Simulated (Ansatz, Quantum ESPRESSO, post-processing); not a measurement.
# Screening and band shifts of 1T-SiSSe, 1 layer, part 2 of 2

Wanted: polarisability and gap of 1T-SiSSe, 1 layer against a perpendicular field.

Quantum ESPRESSO 7.5; plane-wave DFT, vdW-DF-cx, GBRV ultrasoft pseudopotentials made under PBE; geometry and cross-check by Ansatz 0.2.0 with PAW datasets.

So far. Step 13 (Bands along a path: field -0.2 V/Å): Upper empty bands that drop with the field can be states of the vacuum, held by the sawtooth; they depend on the cell's width. Step 13 (Bands along a path: field -0.2 V/Å): Along this path the valence top lies between Γ and M and the conduction bottom at M.

### Step 14. Valence density

The density shows how far the electrons spill into the vacuum.

Contents of f0.rho.in:

```
&inputpp
  prefix = 'f0'
  outdir = './out'
  filplot = 'f0.rho.dat'
  plot_num = 0
/
```

Run with:

```console
OMP_NUM_THREADS=1 mpirun -n 4 pp.x -in f0.rho.in > f0.rho.out
```

Elapsed: 14 s, on 4 MPI ranks of Arm Neoverse V2, shared host; peak memory 0.22 GiB.

Numbers from this step:

```
electrons by integration : 16.00 e
```

Mean over planes. The valence density, planar mean by z:

```
z (Å)  valence density, planar mean (e/Å³)
  4.0                               1.7e-5
  4.5                               7.5e-5
  5.0                               3.1e-4
  5.5                              0.00126
  6.0                              0.00526
  6.5                               0.0233
  7.0                               0.0984
  7.5                                0.270
  8.0                                0.356
  8.5                                0.389
  9.0                                0.326
  9.5                                0.252
 10.0                                0.337
 10.5                                0.441
 11.0                                0.373
 11.5                                0.242
 12.0                               0.0666
 12.5                               0.0139
 13.0                              0.00307
 13.5                               7.1e-4
 14.0                               1.6e-4
 14.5                               3.8e-5
```

Valence density in the ca plane at fractional y = 0.333, with atoms of Se within 0.2 Å of it. It is the smooth field of the valence electrons, not physical close to the nuclei.

Ten steps, logarithmic in the rise over the least value, from '0' (0.0 e/Å³) to '9' (1.3 e/Å³), each cell a mean:
```
00000000000000135788876555532000000000000000
00000000000000147887875443321000000000000000
00000000000000247899875433211000000000000000
00000000000000146888875444321000000000000000
00000000000000135788876666542100000000000000
00000000000000013566666777653100000000000000
00000000000000012345667788753100000000000000
00000000000000023566666777653100000000000000
```
Columns run along c (18.9 Å), rows up along a (3.4 Å). Atoms in or near the plane, at fractional coordinates: Se at (0.43, 0.67).

The density integrates to 16.000 electrons, as the 16 of the input ask.

### Step 15. Density by pp.x

Contents of f2.rho.in:

```
&inputpp
  prefix = 'f2'
  outdir = './out'
  filplot = 'f2.rho.dat'
  plot_num = 0
/
```

Run with:

```console
OMP_NUM_THREADS=1 mpirun -n 4 pp.x -in f2.rho.in > f2.rho.out
```

Run time: 14 s. Hardware: 4 MPI ranks; peak memory 0.22 GiB.

### Step 16. Charge moved by a field of 0.2 V/Å

This step gave:

```
largest charge moved across a plane : 0.001130 e/Å²
dipole step                         : -0.9721 eV
```

The planar mean by z:

```
z (Å)  planar mean (e/Å³)
  2.0              5.7e-8
  2.5              1.7e-7
  3.0              5.3e-7
  3.5              1.6e-6
  4.0              4.9e-6
  4.5              1.4e-5
  5.0              3.8e-5
  5.5              9.2e-5
  6.0              2.2e-4
  6.5              4.9e-4
  7.0              7.1e-4
  7.5              3.7e-4
  8.0              2.3e-4
  8.5              1.2e-4
  9.0             -3.5e-4
  9.5             -4.6e-5
 10.0              3.1e-4
 10.5             -1.3e-4
 11.0             -2.6e-4
 11.5             -5.8e-4
 12.0             -6.6e-4
 12.5             -3.5e-4
 13.0             -1.4e-4
 13.5             -5.6e-5
 14.0             -2.0e-5
 14.5             -6.4e-6
 15.0             -2.0e-6
 15.5             -5.7e-7
 16.0             -1.6e-7
 16.5             -4.5e-8
```

Running integral, electrons below z against z:

```
z (Å)  running integral, electrons below z (e/Å²)
  2.5                                      8.5e-8
  3.0                                      2.6e-7
  3.5                                      8.1e-7
  4.0                                      2.5e-6
  4.5                                      7.4e-6
  5.0                                      2.1e-5
  5.5                                      5.5e-5
  6.0                                      1.4e-4
  6.5                                      3.2e-4
  7.0                                      6.5e-4
  7.5                                      9.2e-4
  8.0                                     0.00104
  8.5                                     0.00113
  9.0                                     0.00104
  9.5                                      9.3e-4
 10.0                                     0.00105
 10.5                                     0.00108
 11.0                                      9.6e-4
 11.5                                      7.5e-4
 12.0                                      4.0e-4
 12.5                                      1.7e-4
 13.0                                      6.5e-5
 13.5                                      2.3e-5
 14.0                                      7.6e-6
 14.5                                      2.3e-6
 15.0                                      6.9e-7
 15.5                                      2.0e-7
 16.0                                      5.6e-8
```

### Step 17. Polarisability from the dipole between 0 and 0.1 V/A

Read from the output:

* change of slope in the vacuum: 0.10000 eV/Å
* polarisability a cell: 3.885 Å³
* sheet polarisability 4πα/A: 4.860 Å

The change of the potential energy, second field less first by z:

```
z (Å)  change of the potential energy, second field less first (eV)
  0.0                                                        -0.342
  0.5                                                        -0.644
  1.0                                                        -0.594
  1.5                                                        -0.544
  2.0                                                        -0.494
  2.5                                                        -0.444
  3.0                                                        -0.394
  3.5                                                        -0.344
  4.0                                                        -0.294
  4.5                                                        -0.244
  5.0                                                        -0.194
  5.5                                                        -0.146
  6.0                                                       -0.0993
  6.5                                                       -0.0580
  7.0                                                       -0.0277
  7.5                                                       -0.0123
  8.0                                                      -0.00596
  8.5                                                      -0.00457
  9.0                                                      -0.00493
  9.5                                                        6.2e-4
 10.0                                                       0.00698
 10.5                                                       0.00818
 11.0                                                        0.0114
 11.5                                                        0.0211
 12.0                                                        0.0430
 12.5                                                        0.0792
 13.0                                                         0.124
 13.5                                                         0.172
 14.0                                                         0.221
 14.5                                                         0.270
 15.0                                                         0.320
 15.5                                                         0.370
 16.0                                                         0.420
 16.5                                                         0.470
 17.0                                                         0.520
 17.5                                                         0.570
 18.0                                                         0.620
 18.5                                                         0.403
```

### Step 18. Dipole against field

The dipole along the normal, dipole moment by applied field:

```
applied field (V/Å)  dipole along the normal, dipole moment (e·Å)
             -0.200                                       -0.0713
              0.000                                       -0.0173
              0.100                                       0.00968
              0.200                                        0.0367
```

### Step 19. Cross-check with Ansatz: field 0.1 V/Å

A second code with its own PAW datasets, on the same atoms.

Level of this step: plane-wave DFT, PBE, Ansatz PAW (Ansatz 0.2.0).

Contents of input.yaml:

```yaml
crystal:
  lattice:
    - [3.4059888448, 0.0, 0.0]
    - [-1.7029944224, 2.9496728646, 0.0]
    - [0.0, 0.0, 18.9236433976]
  atoms:
    - { symbol: Se, position: [0.6666666667, 0.3333333333, 0.4269421357] }
    - { symbol: Si, position: [0.0, 0.0, 0.5038822512] }
    - { symbol: S, position: [0.3333333333, 0.6666666667, 0.5727370049] }
kpoints:
  mp_grid: { grid: [12, 12, 1] }
hamiltonian:
  xc: pbe
scf:
  occupations: { method: fermi_dirac, width: 0.054 }
  convergence: { dr2_threshold: 1.0e-09 }
efield:
  axis: 3
  dipole_correction: true
  ramp_position: 0.97
  ramp_width: 0.04
  amplitude: 0.1
output:
  write_potential: true
  write_density: true
  volumetric_format: npy
```

Run with:

```console
ansatz run input.yaml --threads 4 --pin off --max-ram 8192MiB --backend cpu --events-out ev --progress --plain --runs-dir out
```

Wall time 1.9 s (4 threads); peak memory 0.42 GiB.

This step gave:

| Property | Result |
| --- | --- |
| free energy | -7008.1974 eV |
| energy at zero smearing | -7008.1974 eV |
| Fermi energy | -1.341 eV |
| gap by band count | 0.6857 eV |
| dipole along the normal | 0.008104 e·Å |

At 0.1 V/Å Ansatz's dipole is 0.0081 e Å against 0.0097 from pw.x, under another functional.

### Step 20. The same in Ansatz: field -0.1 V/Å

input.yaml, as its differences from the input of step 19:

```diff
@@ -21,3 +21,3 @@
   ramp_width: 0.04
-  amplitude: 0.1
+  amplitude: -0.1
 output:
```

Elapsed: 1.9 s, on 4 threads; peak memory 0.42 GiB; 7 s of CPU time.

This step gave:

```
free energy             : -7008.2012 eV
energy at zero smearing : -7008.2011 eV
Fermi energy            : -1.352 eV
gap by band count       : 0.6746 eV
dipole along the normal : -0.04557 e·Å
```

### Step 21. Dipole against field, Ansatz

Table of dipole along the normal, dipole moment by applied field:

```
applied field (V/Å)  dipole along the normal, dipole moment (e·Å)
            -0.1000                                       -0.0456
             0.0000                                       -0.0187
             0.1000                                       0.00810
```

### Step 22. Ground state, with nosym = True

A sensitivity test on the input.

Level of this step: plane-wave DFT, vdW-DF-cx, GBRV ultrasoft pseudopotentials made under PBE (Quantum ESPRESSO 7.5). input_dft overrides the functional of the files.

Contents of f1.w0.in:

```
&control
  prefix = 'f1.w0'
  outdir = './out'
  pseudo_dir = './pseudo'
  calculation = 'scf'
  tprnfor = .true.
  tefield = .true.
  dipfield = .true.
/
&system
  ibrav = 0
  nat = 3
  ntyp = 3
  ecutwfc = 40
  ecutrho = 200
  input_dft = 'vdw-df-cx'
  occupations = 'smearing'
  smearing = 'fd'
  degauss = 0.004
  edir = 3
  emaxpos = 0.97
  eopreg = 0.04
  eamp = 0.00194469
  nosym = .true.
/
&electrons
  conv_thr = 1e-09
  mixing_beta = 0.4
  electron_maxstep = 120
  mixing_mode = 'plain'
/
ATOMIC_SPECIES
  Se  78.9710  se_pbe_v1.uspp.F.UPF
  Si  28.0850  si_pbe_v1.uspp.F.UPF
  S   32.0600  s_pbe_v1.4.uspp.F.UPF
CELL_PARAMETERS angstrom
  3.40598884481238 0.00000000000000 0.00000000000000
  -1.70299442240619 2.94967286461394 -0.00000000000000
  0.00000000000000 -0.00000000000000 18.92364339760000
ATOMIC_POSITIONS crystal
  Se  0.666666666667 0.333333333333 0.426942135683
  Si  0.000000000000 -0.000000000000 0.503882251170
  S   0.333333333333 0.666666666667 0.572737004946
K_POINTS automatic
  12 12 1 0 0 0
```

Run with:

```console
OMP_NUM_THREADS=1 mpirun -n 4 pw.x -nk 4 -in f1.w0.in > f1.w0.out
```

Run time: 43 s. Hardware: 4 MPI ranks; peak memory 0.62 GiB.

Beside the run it was changed from:

```
                     quantity   this run  unchanged run  difference
dipole along the normal (e·Å)   0.009660       0.009681     -2.1e-5
             free energy (eV)  -1049.373      -1049.373           0
                wall time (s)         43             42            
               SCF iterations         12             10
```

The free energy moves by +0 meV an atom.

This run starts from superposed atoms, the unchanged one from a saved density, so their iteration counts don't compare.

The physical values in this table move by up to 0.22 %.

### Step 23. SCF with pw.x, with degauss = 0.2

Another try, with an input changed as a hurried user might.

Contents of f1.bad.in:

```
&control
  prefix = 'f1.bad'
  outdir = './out'
  pseudo_dir = './pseudo'
  calculation = 'scf'
  tprnfor = .true.
  tefield = .true.
  dipfield = .true.
/
&system
  ibrav = 0
  nat = 3
  ntyp = 3
  ecutwfc = 40
  ecutrho = 200
  input_dft = 'vdw-df-cx'
  occupations = 'smearing'
  smearing = 'fd'
  degauss = 0.2
  edir = 3
  emaxpos = 0.97
  eopreg = 0.04
  eamp = 0.00194469
/
&electrons
  conv_thr = 1e-09
  mixing_beta = 0.4
  electron_maxstep = 50
  mixing_mode = 'plain'
/
ATOMIC_SPECIES
  Se  78.9710  se_pbe_v1.uspp.F.UPF
  Si  28.0850  si_pbe_v1.uspp.F.UPF
  S   32.0600  s_pbe_v1.4.uspp.F.UPF
CELL_PARAMETERS angstrom
  3.40598884481238 0.00000000000000 0.00000000000000
  -1.70299442240619 2.94967286461394 -0.00000000000000
  0.00000000000000 -0.00000000000000 18.92364339760000
ATOMIC_POSITIONS crystal
  Se  0.666666666667 0.333333333333 0.426942135683
  Si  0.000000000000 -0.000000000000 0.503882251170
  S   0.333333333333 0.666666666667 0.572737004946
K_POINTS automatic
  12 12 1 0 0 0
```

Run with:

```console
OMP_NUM_THREADS=1 mpirun -n 4 pw.x -nk 4 -in f1.bad.in > f1.bad.out
```

The job ended after 51 s (4 MPI ranks; peak memory 0.61 GiB).

Residual by cycle:

cycle, log10 residual and a bar from the least value:
```
        1       -1.7 ############################
        2       -1.4 #############################
        3       -1.2 ##############################
        4       -2.7 ########################
        5       -3.6 #####################
        6       -4.5 ##################
        8       -5.5 ##############
        9       -6.4 ##########
       10       -6.7 #########
       11       -8.0 ####
       12       -8.4 ##
       13       -9.1
```

The cycle converged. A setting was moved off its sound value on purpose, so this run is a test.

The fault put into the input: a smearing typed in eV where Ry are read (system.degauss = 0.2).

Beside the run it was changed from:

```
                     quantity   this run  unchanged run  difference
dipole along the normal (e·Å)    0.04455       0.009681       0.035
             free energy (eV)  -1062.270      -1049.373         -13
                wall time (s)         51             42            
               SCF iterations         13             10
```

The free energy moves by -4.3e+03 meV an atom.

This run starts from superposed atoms, the unchanged one from a saved density, so their iteration counts don't compare.

The free energy holds the smearing's entropy term, so it moves with degauss by construction.

The physical values in this table move by up to 3.6e+02 %.

### Step 24. Worked from the printed numbers

α = Δp/E = (0.00968 − (-0.01730)) e Å / 0.1 V/Å = 0.2698 e Å²/V; times e/(4πε₀) = 14.40 V Å this is 3.885 Å³. With A = 10.047 Å², 4πα/A = 4.860 Å.

### Step 25. Summary of results

| Property | Result |
| --- | --- |
| polarisability along the normal, a cell | 3.89 Å³ |
| sheet polarisability 4πα/A | 4.86 Å |
| dipole without a field | -0.0173 e·Å |
| Kohn-Sham ionisation potential, upper face | 6.11 eV |
| gap along the path at 0 V/Å | 0.68 eV |
| gap along the path at 0.2 V/Å | 0.69 eV |
| gap along the path at -0.2 V/Å | 0.67 eV |

**Reading.** The sheet answers a field with a polarisability of 3.89 Å³ a cell, or 4πα/A = 4.86 Å (vdW-DF-cx, GBRV ultrasoft (made under PBE)). In pw.x the dipole follows the field linearly over the range tried. A perfect conductor 4.86 Å thick would screen alike; the outer atoms lie 2.76 Å apart. At 0.1 V/Å the sheet takes 0.486 eV off the potential drop. At 0.2 V/Å the gap along the path is unchanged within 0.01 eV. Quantum ESPRESSO and Ansatz give 3.885 and 3.864 Å³ for the polarisability (pw.x from 0 and 0.1 V/Å, Ansatz from ±0.1 V/Å, under PBE), which agree. The ions stay at their zero-field places, so this is the electrons' response alone. Semilocal gaps are too small, and in strong fields empty levels can belong to the vacuum. Spin-orbit coupling is left out; depending on the atoms that carry the levels of interest, it can split and shift them by tens to hundreds of meV.

[Logs are printed without paths, hosts, clocks, repeated set-up lines and the standing remarks that a program may print on its own settings, such as how far it seeks lower states.]

[Hosts, paths, dates, database ids (printed as entryN), source tags and the programs' standing remarks are cut or masked in the printed files.]

[Maps of the electrostatic potential energy from Ansatz leave out the sawtooth potential of an applied field or a dipole correction, so their vacuum need not be flat; planar profiles and work functions include it.]
